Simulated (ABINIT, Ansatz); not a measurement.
**RbH3Pb (Pm-3m): zone-centre phonons**

Wanted: the vibrations of RbH3Pb (Pm-3m) at Γ, by two programs.

Program: ABINIT 10.8.3. Level of theory: DFT LDA, scalar-relativistic, plane waves, PseudoDojo norm-conserving pseudopotentials. Results are calculated unless marked as measured.

The structure was built from a prototype and need not be the compound's stable phase.

### 1. Set-up

The structure is cubic, space group Pm-3m (No. 221). Conventional cell: a = 4.450 Å, b = 4.450 Å, c = 4.450 Å, α = 90.00°, β = 90.00°, γ = 90.00°. Nearest to Rb lie 12 H at 3.15 Å. Nearest to Pb lie 6 H at 2.22 Å. Nearest to H lie 2 Pb at 2.22 Å and 4 Rb at 3.15 Å and 8 H at 3.15 Å. Farther neighbours are not listed.

### 2. Relaxing the cell and atoms

The harmonic expansion needs vanishing forces, and a free crystal bears no stress, so cell and atoms are brought to rest. Stress is more sensitive to the basis than forces are: the last 3 Ha under the cutoff are smoothed with ecutsm, and the cutoff is raised above that of the later runs.

The starting cell comes from a relaxation made beforehand in Ansatz (LDA, PseudoDojo NC).

Input file relax.abi:

```
# relaxation
ionmov 2
optcell 2
dilatmx 1.08
ntime 40
tolmxf 1.0d-05
tolvrs 1.0d-14
prtwf 0
prtden 0
chksymtnons 0

# basis, mesh and filling
ecut 39.0
ecutsm 3.0
ngkpt 6 6 6
nshiftk 1
shiftk 0.0 0.0 0.0
istwfk *1
occopt 3
tsmear 0.01
nband 20
nstep 100
diemac 1000000.0
prtebands 0
prtgsr 0

# cell and atoms
acell 8.40865749 8.40865749 8.40865749
rprim 
    1.0 0.0 0.0
    0.0 1.0 0.0
    0.0 0.0 1.0
ntypat 3
znucl 37 82 1
natom 5
typat 1 2 3 3 3
xred 
    0.0 0.0 0.0
    0.5 0.5 0.5
    0.5 0.5 0.0
    0.5 0.0 0.5
    0.0 0.5 0.5
pp_dirpath "./pseudo"
pseudos "Rb.upf, Pb.upf, H.upf"
```

Started as:

```bash
OMP_NUM_THREADS=1 mpirun -n 4 abinit relax.abi > relax.log
```

Numbers of over 12 decimals in the logs are rounded to 6 here.

relax.abo, the main output file:

```text
[banners, grids, parts of the stress and lines that vanish by symmetry left out]
- input  file    -> relax.abi
- output file    -> relax.abo
- root for input  files -> relaxi
[...]
Symmetries : space group Pm -3 m (#221); Bravais cP (primitive cubic)
[...]
mpw =        8744          nfft =      157464          nkpt =          20
[...]
== DATASET  1 ==================================================================
[...]
cutoff_energies: {ecut:  39.0, pawecutdg:  -1.0, }
[...]
ETOT  1  -98.864691351060    -9.886E+01 2.417E-01 1.685E+02
 ETOT  2  -99.079345781461    -2.147E-01 2.466E-03 2.506E+01
 ETOT  3  -99.080771773158    -1.426E-03 1.634E-03 4.822E+00
 ETOT  4  -99.080930720748    -1.589E-04 8.606E-04 1.404E-01
 ETOT  5  -99.080936367795    -5.647E-06 1.017E-03 7.941E-03
[...]
At SCF step   12       vres2   =  5.81E-16 < tolvrs=  1.00E-14 =>converged.
[...]
sigma(1 1)=  1.58303465E-05  sigma(3 2)=  0.00000000E+00
  sigma(2 2)=  1.58303465E-05  sigma(3 1)=  0.00000000E+00
  sigma(3 3)=  1.58303465E-05  sigma(2 1)=  0.00000000E+00
[...]
convergence: {deltae: -3.610E-12, res2:  5.811E-16, residm:  5.947E-05, diffor: null, }
etotal    :  -9.90809368E+01
[...]
ETOT  1  -99.080927491913    -9.908E+01 1.513E-03 3.387E-01
[...]
At SCF step   11       vres2   =  6.22E-17 < tolvrs=  1.00E-14 =>converged.
[...]
sigma(1 1)=  1.45215273E-05  sigma(3 2)=  0.00000000E+00
  sigma(2 2)=  1.45215273E-05  sigma(3 1)=  0.00000000E+00
  sigma(3 3)=  1.45215273E-05  sigma(2 1)=  0.00000000E+00
[...]
convergence: {deltae:  2.174E-12, res2:  6.222E-17, residm:  2.876E-05, diffor: null, }
etotal    :  -9.90809497E+01
[...]
ETOT  1  -99.078418438181    -9.908E+01 3.833E-01 3.996E+01
[...]
At SCF step   11       vres2   =  6.08E-15 < tolvrs=  1.00E-14 =>converged.
[...]
sigma(1 1)= -2.90174054E-07  sigma(3 2)=  0.00000000E+00
  sigma(2 2)= -2.90174054E-07  sigma(3 1)=  0.00000000E+00
  sigma(3 3)= -2.90174054E-07  sigma(2 1)=  0.00000000E+00
[...]
convergence: {deltae: -2.217E-12, res2:  6.084E-15, residm:  1.640E-04, diffor: null, }
etotal    :  -9.90810159E+01
[...]
ETOT  1  -99.081014919544    -9.908E+01 1.551E-05 1.509E-02
[...]
ETOT  9  -99.081015897357    -1.215E-11 8.185E-07 4.045E-14
 ETOT 10  -99.081015897353     4.363E-12 2.279E-07 4.053E-16
 At SCF step   10       vres2   =  4.05E-16 < tolvrs=  1.00E-14 =>converged.
[...]
sigma(1 1)=  5.09155822E-09  sigma(3 2)=  0.00000000E+00
  sigma(2 2)=  5.09155823E-09  sigma(3 1)=  0.00000000E+00
  sigma(3 3)=  5.09155823E-09  sigma(2 1)=  0.00000000E+00
[...]
convergence: {deltae:  4.363E-12, res2:  4.053E-16, residm:  2.279E-07, diffor: null, }
etotal    :  -9.90810159E+01
[...]
At Broyd/MD step   4, gradients are converged :
[...]
sigma(1 1)=  5.09155822E-09  sigma(3 2)=  0.00000000E+00
  sigma(2 2)=  5.09155823E-09  sigma(3 1)=  0.00000000E+00
  sigma(3 3)=  5.09155823E-09  sigma(2 1)=  0.00000000E+00
[...]
- sigma(1 1)=  1.49798815E-04  sigma(3 2)=  0.00000000E+00
- sigma(2 2)=  1.49798815E-04  sigma(3 1)=  0.00000000E+00
- sigma(3 3)=  1.49798815E-04  sigma(2 1)=  0.00000000E+00
[...]
fcart     -0.0000000000E+00 -0.0000000000E+00 -0.0000000000E+00
           strten      5.0915582236E-09  5.0915582280E-09  5.0915582262E-09
================================================================================

[key lines of the parts left out:]
pressure_GPa:  -1.4980E-04
Total energy (etotal) [Ha]= -9.90810158973530E+01
```

It took 2.3 min on 4 MPI ranks of Arm Neoverse V1, shared host; 9.2 min of CPU time.

The steps of the relaxation:

| step | energy less that of the first step (eV) | largest force (eV/Å) | volume (Å³) |
| --- | --- | --- | --- |
| 1 | 0.0000 | 0.0000 | 88.10 |
| 2 | -0.0003 | 0.0000 | 87.98 |
| 3 | -0.0022 | 0.0000 | 86.62 |
| 4 | -0.0022 | 0.0000 | 86.64 |

| conventional cell, symmetrised | before | after | change |
| --- | --- | --- | --- |
| a (Å) | 4.450 | 4.425 | -0.6 % |
| b (Å) | 4.450 | 4.425 | -0.6 % |
| c (Å) | 4.450 | 4.425 | -0.6 % |
| volume (Å³/atom) | 17.62 | 17.33 | -1.7 % |

Final coordinates:

```xyz
5
Lattice="4.4250 0.0000 0.0000 0.0000 4.4250 0.0000 0.0000 0.0000 4.4250" Properties=species:S:1:pos:R:3 pbc="T T T"
Rb    0.0000    0.0000    0.0000
Pb    2.2125    2.2125    2.2125
H     2.2125    2.2125    0.0000
H     2.2125    0.0000    2.2125
H     0.0000    2.2125    2.2125
```

Read from the output:

- volume per atom: 17.33 Å³
- pressure: -1.50e-4 GPa
- gap on the k-mesh: 0 eV

The volume changes by -1.7 % from the cell with which this run began.

### 3. Ground state

The response is built on these wavefunctions, so the potential is converged far more tightly than an energy would need. Occupations are smeared.

Input file gs.abi:

```
# ground state
tolvrs 1.0d-16
prtden 1
prtwf 1

# basis, mesh and filling
ecut 31.0
ngkpt 6 6 6
nshiftk 1
shiftk 0.0 0.0 0.0
istwfk *1
occopt 3
tsmear 0.01
nband 20
nstep 100
diemac 1000000.0
prtebands 0
prtgsr 0

# cell and atoms
acell 8.361948894 8.361948894 8.361948894
rprim 
    1.0 0.0 0.0
    0.0 1.0 0.0
    0.0 0.0 1.0
ntypat 3
znucl 37 82 1
natom 5
typat 1 2 3 3 3
xred 
    0.0 0.0 0.0
    0.5 0.5 0.5
    0.5 0.5 0.0
    0.5 0.0 0.5
    0.0 0.5 0.5
pp_dirpath "./pseudo"
pseudos "Rb.upf, Pb.upf, H.upf"
```

Started as:

```bash
OMP_NUM_THREADS=1 mpirun -n 4 abinit gs.abi > gs.log
```

gs.abo, the main output file:

```text
[banners, grids, parts of the stress and lines that vanish by symmetry left out]
- input  file    -> gs.abi
- output file    -> gs.abo
- root for input  files -> gsi
[...]
Symmetries : space group Pm -3 m (#221); Bravais cP (primitive cubic)
[...]
mpw =        4837          nfft =       91125          nkpt =          20
[...]
== DATASET  1 ==================================================================
[...]
cutoff_energies: {ecut:  31.0, pawecutdg:  -1.0, }
[...]
ETOT  1  -98.928815795578    -9.893E+01 2.232E-01 1.088E+02
 ETOT  2  -99.079576212939    -1.508E-01 2.717E-03 1.220E+01
 ETOT  3  -99.080726395625    -1.150E-03 1.833E-03 2.259E+00
 ETOT  4  -99.080858736795    -1.323E-04 1.140E-03 3.680E-02
 ETOT  5  -99.080861612617    -2.876E-06 1.417E-03 2.840E-03
[...]
ETOT 11  -99.080861866789    -4.434E-12 7.212E-05 3.797E-14
 ETOT 12  -99.080861866784     4.874E-12 7.788E-05 4.817E-17
 At SCF step   12       vres2   =  4.82E-17 < tolvrs=  1.00E-16 =>converged.
[...]
sigma(1 1)=  1.92562045E-06  sigma(3 2)=  0.00000000E+00
  sigma(2 2)=  1.92562045E-06  sigma(3 1)=  0.00000000E+00
  sigma(3 3)=  1.92562045E-06  sigma(2 1)=  0.00000000E+00
[...]
convergence: {deltae:  4.874E-12, res2:  4.817E-17, residm:  7.788E-05, diffor: null, }
etotal    :  -9.90808619E+01
[...]
sigma(1 1)=  1.92562045E-06  sigma(3 2)=  0.00000000E+00
  sigma(2 2)=  1.92562045E-06  sigma(3 1)=  0.00000000E+00
  sigma(3 3)=  1.92562045E-06  sigma(2 1)=  0.00000000E+00
[...]
- sigma(1 1)=  5.66537096E-02  sigma(3 2)=  0.00000000E+00
- sigma(2 2)=  5.66537096E-02  sigma(3 1)=  0.00000000E+00
- sigma(3 3)=  5.66537096E-02  sigma(2 1)=  0.00000000E+00
[...]
fcart     -0.0000000000E+00 -0.0000000000E+00 -0.0000000000E+00
           strten      1.9256204491E-06  1.9256204491E-06  1.9256204491E-06
================================================================================

[key lines of the parts left out:]
pressure_GPa:  -5.6654E-02
```

It took 25 s on 4 MPI ranks.

Read from the output:

```yaml
pressure: -0.05665 GPa
```

The cell stands at -0.057 GPa, close enough for phonons.

(Continued in part 2 of 5.)

[Host names and launcher messages were left out of these logs when they were recorded.]

[Logs are printed without paths, hosts, clocks, repeated set-up lines and the standing remarks that a program may print on its own settings, such as how far it seeks lower states.]

[Hosts, paths, dates, database ids (printed as entryN), source tags and the programs' standing remarks are cut or masked in the printed files.]
